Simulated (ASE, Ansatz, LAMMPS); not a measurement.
# Site preference of a vacancy of Ge in germanene, 1 layer, Si on Ge sites (288 atoms), part 2 of 2

Aim: make a vacancy of Ge at several sites of germanene, 1 layer, Si on Ge sites (288 atoms), relax each, and compare their energies.

Ansatz 0.2.0; Kohn-Sham DFT, PBE, PAW (set soft_2), plane waves.

The cell: 228 Ge and 60 Si. Only the Γ point is sampled, in a cell whose shortest periodic width is 44 Å.

So far. Step 3 (Relaxation): The relaxation converged after 6 steps, 10.5 eV below its start, with a largest force component of 0.011 eV/Å. Step 5 (Vacancy of Ge, site Ge288): The relaxation converged after 7 steps, 0.318 eV below its start, with a largest force component of 0.027 eV/Å.

## 5. Vacancy of Ge, site Ge288 (continued)

The surroundings of the place of the removed atom, after relaxation: 11 atoms, nearest first, with positions taken from that point. Atoms keep their numbers of the cell before the removal, where the removed atom was number 288.

| atom | x | y | z | distance (Å) | bonds |
| --- | --- | --- | --- | --- | --- |
| Si23 | 2.01 | 1.11 | 0.13 | 2.30 | 2 |
| Si285 | -0.07 | -2.27 | 0.53 | 2.34 | 2 |
| Si287 | -2.02 | 1.14 | 0.62 | 2.40 | 2 |
| Si2 | 2.17 | 3.47 | 0.11 | 4.09 | 3 |
| Ge286 | 1.93 | -3.61 | 0.10 | 4.09 | 3 |
| Ge266 | -2.24 | 3.51 | 0.10 | 4.16 | 3 |
| Ge264 | -4.16 | 0.10 | 0.10 | 4.17 | 3 |
| Si24 | 4.17 | 0.14 | 0.11 | 4.17 | 3 |
| Ge262 | -2.01 | -3.69 | 0.11 | 4.21 | 3 |
| Ge1 | 0.03 | 4.67 | 0.41 | 4.69 | 3 |
| Ge21 | 4.09 | -2.30 | 0.40 | 4.71 | 3 |

The column of bonds counts only the pairs Ge-Ge within 2.93 Å, Ge-Si within 2.88 Å, Si-Si within 2.77 Å; other neighbours, such as metal atoms beside each other in a compound, aren't counted, and periodic images can show an atom twice.

The largest move is 0.34 Å, by Si23.

## 6. Vacancy of Ge, site Ge35

The site has 3 bonded neighbours (Ge3) at 2.53 Å on average, in the layer 1. 

Input and log are left out; they have the form of those shown for this kind of step.

It took 4.9 min on 1 × NVIDIA GB200 with 32 threads of Arm Neoverse V2, shared host; peak memory 7.9 GiB; 9.1 min of CPU time.

The relaxation converged after 12 steps, 0.344 eV below its start, with a largest force component of 0.022 eV/Å.

The surroundings of the place of the removed atom, after relaxation: 12 atoms, nearest first, with positions taken from that point. Atoms keep their numbers of the cell before the removal, where the removed atom was number 35.

```csv
atom,x,y,z,distance (Å),bonds
Ge36,1.89,-1.07,-0.01,2.17,2
Ge12,-1.96,-1.20,-0.64,2.38,2
Ge38,0.01,2.33,-0.76,2.45,2
Ge33,2.12,-3.58,-0.11,4.17,3
Ge11,-4.18,-0.10,-0.14,4.18,3
Ge59,4.23,-0.12,-0.13,4.23,3
Ge61,2.03,3.72,-0.17,4.24,3
Ge37,-2.03,3.72,-0.18,4.24,3
Ge9,-2.26,-3.65,-0.17,4.30,3
Ge62,4.18,2.40,-0.49,4.84,3
Ge14,-4.18,2.42,-0.52,4.86,3
Ge10,-0.04,-4.85,-0.48,4.87,3
```

The column of bonds counts only the pairs Ge-Ge within 2.93 Å, Ge-Si within 2.88 Å, Si-Si within 2.77 Å; other neighbours, such as metal atoms beside each other in a compound, aren't counted, and periodic images can show an atom twice.

The largest move is 0.69 Å, by Ge36.

## 7. Vacancy of Ge, site Ge213

The site has 3 bonded neighbours (SiGe2) at 2.50 Å on average, in the layer 1. 

Input and log are left out; they have the form of those shown for this kind of step.

The job ended after 2.7 min (1 × NVIDIA GB200 with 32 threads of Arm Neoverse V2, shared host; peak memory 7.9 GiB).

The relaxation converged after 6 steps, 0.344 eV below its start, with a largest force component of 0.027 eV/Å.

The surroundings of the place of the removed atom, after relaxation: 12 atoms, nearest first, with positions taken from that point. Atoms keep their numbers of the cell before the removal, where the removed atom was number 213.

| atom | x | y | z | distance (Å) | bonds |
| --- | --- | --- | --- | --- | --- |
| Ge214 | 2.02 | -0.97 | -0.57 | 2.31 | 2 |
| Ge216 | 0.17 | 2.27 | -0.58 | 2.35 | 2 |
| Si190 | -2.02 | -1.19 | -0.41 | 2.39 | 2 |
| Ge211 | 2.13 | -3.48 | -0.12 | 4.09 | 3 |
| Ge215 | -1.94 | 3.62 | -0.13 | 4.11 | 3 |
| Ge189 | -4.19 | -0.15 | -0.14 | 4.19 | 3 |
| Ge187 | -2.26 | -3.58 | -0.15 | 4.24 | 3 |
| Si237 | 4.25 | -0.01 | -0.21 | 4.25 | 3 |
| Si239 | 2.08 | 3.74 | -0.20 | 4.29 | 3 |
| Ge188 | -0.05 | -4.75 | -0.47 | 4.77 | 3 |
| Ge192 | -4.12 | 2.37 | -0.47 | 4.78 | 3 |
| Ge240 | 4.18 | 2.45 | -0.45 | 4.86 | 3 |

The column of bonds counts only the pairs Ge-Ge within 2.93 Å, Ge-Si within 2.88 Å, Si-Si within 2.77 Å; other neighbours, such as metal atoms beside each other in a compound, aren't counted, and periodic images can show an atom twice.

The largest move is 0.25 Å, by Ge214.

## 8. Vacancy of Ge, site Ge165

The site has 3 bonded neighbours (Si2Ge) at 2.49 Å on average, in the layer 1. 

Input and log are left out; they have the form of those shown for this kind of step.

Wall time 3.6 min (1 × NVIDIA GB200 with 32 threads of Arm Neoverse V2, shared host); peak memory 7.8 GiB; 6.6 min of CPU time.

The relaxation converged after 8 steps, 0.334 eV below its start, with a largest force component of 0.0093 eV/Å.

## 9. Vacancy of Ge, site Ge7

The site has 3 bonded neighbours (Ge3) at 2.51 Å on average, in the layer 1. 

Input and log are left out; they have the form of those shown for this kind of step.

Wall time 3.3 min (1 × NVIDIA GB200 with 32 threads of Arm Neoverse V2, shared host); peak memory 7.8 GiB; 6.4 min of CPU time.

The relaxation converged after 8 steps, 0.367 eV below its start, with a largest force component of 0.012 eV/Å.

The surroundings of the place of the removed atom, after relaxation: 12 atoms, nearest first, with positions taken from that point. Atoms keep their numbers of the cell before the removal, where the removed atom was number 7.

| atom | x | y | z | distance (Å) | bonds |
| --- | --- | --- | --- | --- | --- |
| Ge8 | 1.79 | -1.17 | 0.06 | 2.14 | 2 |
| Ge10 | -0.01 | 2.26 | -0.61 | 2.34 | 2 |
| Ge272 | -1.89 | -1.15 | -0.80 | 2.35 | 2 |
| Ge31 | 4.09 | -0.08 | -0.11 | 4.09 | 3 |
| Ge271 | -4.09 | 0.02 | -0.17 | 4.10 | 3 |
| Ge269 | -2.14 | -3.59 | -0.18 | 4.18 | 3 |
| Si5 | 2.16 | -3.58 | -0.17 | 4.19 | 3 |
| Ge33 | 2.00 | 3.71 | -0.16 | 4.22 | 3 |
| Ge9 | -2.05 | 3.68 | -0.18 | 4.22 | 3 |
| Ge34 | 4.15 | 2.44 | -0.49 | 4.84 | 3 |
| Si274 | -4.16 | 2.46 | -0.50 | 4.86 | 3 |
| Ge270 | 0.06 | -4.84 | -0.45 | 4.86 | 3 |

The column of bonds counts only the pairs Ge-Ge within 2.93 Å, Ge-Si within 2.88 Å, Si-Si within 2.77 Å; other neighbours, such as metal atoms beside each other in a compound, aren't counted, and periodic images can show an atom twice.

The largest move is 0.75 Å, by Ge8.

## 10. The sites compared

All these cells hold the same atoms, so their energies can be compared with no chemical potential.

```csv
site,neighbours,mean distance (Å),atoms within 6 Å,energy over the best site (eV),before relaxation (eV),gain on relaxing (eV)
Ge35,Ge3,2.53,12,0.00,0.00,0.34
Ge7,Ge3,2.51,12,0.04,0.06,0.37
Ge213,SiGe2,2.50,12,0.25,0.25,0.34
Ge165,Si2Ge,2.49,12,0.48,0.46,0.33
Ge288,Si3,2.45,12,0.78,0.76,0.32
```

Neighbours are those of the relaxed host within 2.93 Å (Ge-Ge), 2.88 Å (Ge-Si); other pairs aren't counted.

## 11. What came out

The cheapest site is Ge35 (3 neighbours, Ge3); the dearest, Ge288 (3 neighbours, Si3), costs 0.78 eV more. The make-up of the first shell tracks the energy: each Ge neighbour changes it by about -0.25 eV, over 4 kinds of shell. Sites with the same first shell differ by up to 0.04 eV, from their geometry, farther neighbours or both. Relaxation gains 0.32 to 0.37 eV and leaves the best site the same.

**Limits.** Defects are neutral and interact with their images. The defect cells ran without spin polarisation, so cut bonds can't carry moments. Only 5 of the 228 Ge sites were tried; unless symmetry makes the others alike to these, a cheaper one may exist.

The DFT runs together took 20 min of wall time.

[Logs are printed without paths, hosts, clocks, repeated set-up lines and the standing remarks that a program may print on its own settings, such as how far it seeks lower states.]

[Hosts, paths, dates, database ids (printed as entryN), source tags and the programs' standing remarks are cut or masked in the printed files.]
